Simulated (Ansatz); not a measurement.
## 1/2<111> screw dislocation dipole in Li (120 atoms): geometry optimisation

How does 1/2<111> screw dislocation dipole in Li (120 atoms) relax, and what do bonds, charges and levels look like afterwards?

Calculated with Ansatz 0.2.0; Kohn-Sham DFT, PBE, PAW (set soft_2), plane waves.

## Step 1: The structure

The cell holds 120 atoms: 120 Li. Cell: a = 34.391 Å, b = 24.866 Å, c = 3.040 Å, α = 93.5°, β = 90.0°, γ = 90.0°. It derives from Li (bcc). Bcc Li (a = 3.51 Å), x, y, z along [11-2], [-110], [111], 4 x 5 x 1 period; two opposite 1/2<111> screw dislocations along z, half a cell apart on one glide plane, laid by the isotropic elastic field summed over images, cell tilted by half the Burgers vector; not relaxed, displaced by a Gaussian of 0.02 Å.

What the set-up can't give: The cell is under 6 Å thick along one periodic direction, so every atom has periodic images of itself close by, which move with it and show among its neighbours and in g(r). The host structure and its lattice constant were typed by rule, without a check against the phase diagram.

## Step 2: Single point at the start

The forces at the start show how far the geometry lies from a minimum of this functional.

The input, input.yaml:

```yaml
crystal:
  lattice:
    - [34.39084, 0.0, 0.0]
    - [0.0, 24.81945, -1.51985]
    - [0.0, 0.0, 3.03975]
  atoms:
    - { symbol: Li, position: [0.87594, 0.09951, 0.175] }
    - { symbol: Li, position: [0.95771, 0.1007, 0.4836] }
    - { symbol: Li, position: [0.75101, 0.99939, 0.16387] }
    - { symbol: Li, position: [0.83319, 0.00118, 0.4744] }
    [... 110 atom lines left out ...]
    - { symbol: Li, position: [0.29141, 0.90026, 0.77381] }
    - { symbol: Li, position: [0.0, 0.79986, 0.10698] }
    - { symbol: Li, position: [0.0836, 0.79905, 0.44419] }
    - { symbol: Li, position: [0.1672, 0.79984, 0.76169] }
    - { symbol: Li, position: [0.04126, 0.69957, 0.76648] }
    - { symbol: Li, position: [0.04156, 0.89964, 0.78729] }
kpoints:
  mp_grid: { grid: [1, 1, 7] }
hamiltonian:
  xc: pbe
scf:
  occupations: { method: cold, width: 0.15 }
output:
  forces: true
```

On the command line:

```console
ansatz run input.yaml --threads 4 --pin off --max-ram 8192MiB --backend cpu --events-out ev --progress --plain --runs-dir out
```

The job ended after 2.5 min (4 threads of Arm Neoverse V1, shared host; peak memory 4.8 GiB).

The program notes that it cut back its work space to fit the memory limit.

Read from the output:

| Quantity | Value |
| --- | --- |
| free energy | -24561.9348 eV |
| free energy per atom | -204.6828 eV/atom |
| SCF cycles | 7 |
| r.m.s. force component | 0.02652 eV/Å |
| longest force | 0.1565 eV/Å |
| Fermi energy | 0.8143 eV |

The r.m.s. force component of 0.027 eV/Å sets the starting point.

Length of the force by element:

```
element  coordination  atoms  mean length of the force (eV/Å)  spread   least   most
     Li           all    120                           0.0401  0.0224  0.0028  0.157
```

## Step 3: Relaxation

With the cell held, the atoms are moved downhill towards a nearby minimum.

Changes to input.yaml since step 2:

```diff
@@ -15 +15,4 @@
   forces: true
+relax:
+  f_tol: 0.05
+  max_steps: 41
```

The job ended after 7.9 min (4 threads; peak memory 4.9 GiB; 31 min of CPU time).

Relaxation path:

```
step  energy less that of the first step (eV)  largest force component (eV/Å)
   1                                   0.0000                          0.1366
   2                                  -0.1504                          0.0183
   3                                  -0.1862                          0.0145
   4                                  -0.2054                          0.0043
```

The atoms that moved most (Å):

```
 atom      dx      dy      dz  length
  Li3  -0.040   0.296  -0.003   0.298
 Li83  -0.013   0.292  -0.053   0.297
 Li31  -0.024  -0.286   0.016   0.287
Li115   0.016  -0.286  -0.005   0.286
 Li82   0.032   0.284   0.014   0.286
 Li59   0.006   0.282  -0.020   0.283
 Li57  -0.054   0.268  -0.020   0.274
 Li48   0.012  -0.272   0.013   0.273
```

The relaxation changed the energy by -1.71 meV/atom, and atoms moved by 0.18 Å r.m.s., 0.30 Å at most.

## Step 4: Local order after relaxation

Density 0.533 g/cm³, 21.62 Å³ an atom.

Pair distribution function in bins of 0.1 Å:

```
r (Å)  total
 2.95   0.00
 3.05  14.60
 3.15   0.32
 3.25   0.38
 3.35   1.27
 3.45   2.70
 3.55   2.26
 3.65   1.10
 3.75   0.37
 3.85   0.15
 3.95   0.06
 4.05   0.05
 4.15   0.02
 4.25   0.00
 4.35   0.01
 4.45   0.01
 4.55   0.04
 4.65   0.09
 4.75   0.21
 4.85   1.63
 4.95   3.45
 5.05   2.22
 5.15   0.53
 5.25   0.19
 5.35   0.08
 5.45   0.16
 5.55   0.58
 5.65   1.81
 5.75   3.36
 5.85   2.88
 5.95   1.84
 6.05   3.57
 6.15   1.08
 6.25   0.24
 6.35   0.13
 6.45   0.10
 6.55   0.08
 6.65   0.17
 6.75   0.23
 6.85   0.34
 6.95   0.37
 7.05   0.33
 7.15   0.29
 7.25   0.27
```

## Step 5: Single point at the relaxed geometry

The electronic structure is read at the final geometry, in a run of its own.

The input, input.yaml:

```yaml
crystal:
  lattice:
    - [34.39084, 0.0, 0.0]
    - [0.0, 24.81945, -1.51985]
    - [0.0, 0.0, 3.03975]
  atoms:
    - { symbol: Li, position: [0.87698, 0.1077, 0.16596] }
    - { symbol: Li, position: [0.96135, 0.10303, 0.48334] }
    - { symbol: Li, position: [0.74986, 0.01131, 0.16881] }
    - { symbol: Li, position: [0.83381, 0.01053, 0.48654] }
    [... 110 atom lines left out ...]
    - { symbol: Li, position: [0.29187, 0.88875, 0.7665] }
    - { symbol: Li, position: [0.99714, 0.80106, 0.11654] }
    - { symbol: Li, position: [0.08055, 0.79649, 0.45243] }
    - { symbol: Li, position: [0.16493, 0.792, 0.76767] }
    - { symbol: Li, position: [0.03743, 0.69902, 0.7774] }
    - { symbol: Li, position: [0.04053, 0.89826, 0.7979] }
kpoints:
  mp_grid: { grid: [1, 1, 7] }
hamiltonian:
  xc: pbe
scf:
  occupations: { method: cold, width: 0.15 }
output:
  forces: true
  stress: true
  populations: intrinsic
  dos:
    method: { smearing: { sigma: 0.1 } }
    de: 0.1
    projected: { site_lists: { Li: [Li] } }
  eigenvalues: true
  write_density: true
  write_potential: true
  volumetric_format: npy
  elf: true
```

Run time: 5 min. Hardware: 4 threads; peak memory 5.9 GiB.

The run gave:

| Item | Value |
| --- | --- |
| free energy | -24562.1403 eV |
| free energy per atom | -204.6845 eV/atom |
| SCF cycles | 7 |
| pressure | -0.8348 GPa |
| r.m.s. force component | 0.00166 eV/Å |
| longest force | 0.00515 eV/Å |
| Fermi energy | 0.8138 eV |
| levels partly filled by over 2 per cent | 29 |

Intrinsic-atomic-orbital charges by element:

```
element  coordination  atoms  mean charge (e)  spread    least    most
     Li           all    120                0  0.0042  -0.0139  0.0125
```

States in the cell by windows of 1 eV, zero at the Fermi level; the larger projections on atomic orbitals stand beside the total:

```
from (eV)  to (eV)  total  Li s
      -14       -4    0.0   0.0
       -4       -3    5.5   5.5
       -3       -2   26.4  26.1
       -2       -1   34.2  32.8
       -1        0   52.0  43.8
        0        1   61.8  29.3
        1        2   38.9  10.3
        2        3   23.5   4.1
```

The stored curve holds about 118 of the 360 electrons; the rest, give or take the few that broadening carries across the Fermi level, lie in deeper levels below its range.

The levels nearest the highest filled one (over half full), pooled over k-points and spins:

```
level less the highest filled one (eV)  occupation
                               -0.0735        1.73
                               -0.0671        1.68
                               -0.0315        1.35
                               -0.0079        1.11
                               -0.0042        1.07
                                     0        1.03
                                 0.009       0.943
                                0.0321        0.73
                                0.0358       0.697
                                0.0434       0.634
                                0.0533       0.556
                                0.0641       0.478
```

Intrinsic-atomic-orbital charges run from -0.01 to +0.01 e. Among metals such projection charges depend strongly on the orbitals used and are no measure of ionicity.

## Step 6: Outcome

```json
{
 "energy change in the relaxation": "-1.712 meV/atom",
 "r.m.s. displacement": "0.183 Å",
 "largest displacement": "0.298 Å",
 "free energy per atom": "-204.6845 eV/atom",
 "density": "0.533 g/cm³",
 "pressure": "-0.8348 GPa",
 "r.m.s. force component": "0.00166 eV/Å",
 "wall time of the 3 DFT runs": "15 min"
}
```

Relaxation lowers the energy by 1.71 meV/atom and moves atoms by 0.18 Å r.m.s.; the r.m.s. force component goes from 0.027 to 0.0017 eV/Å. From the first step to the last the energy fell by 0.205 eV, and the largest move was 0.30 Å (Li3, with 1 other atom within 2 % of it). 29 levels are partly filled, by over 2 % (on the run's k-points), as in a metal.

[Logs are printed without paths, hosts, clocks, repeated set-up lines and the standing remarks that a program may print on its own settings, such as how far it seeks lower states.]

[Hosts, paths, dates, database ids (printed as entryN), source tags and the programs' standing remarks are cut or masked in the printed files.]
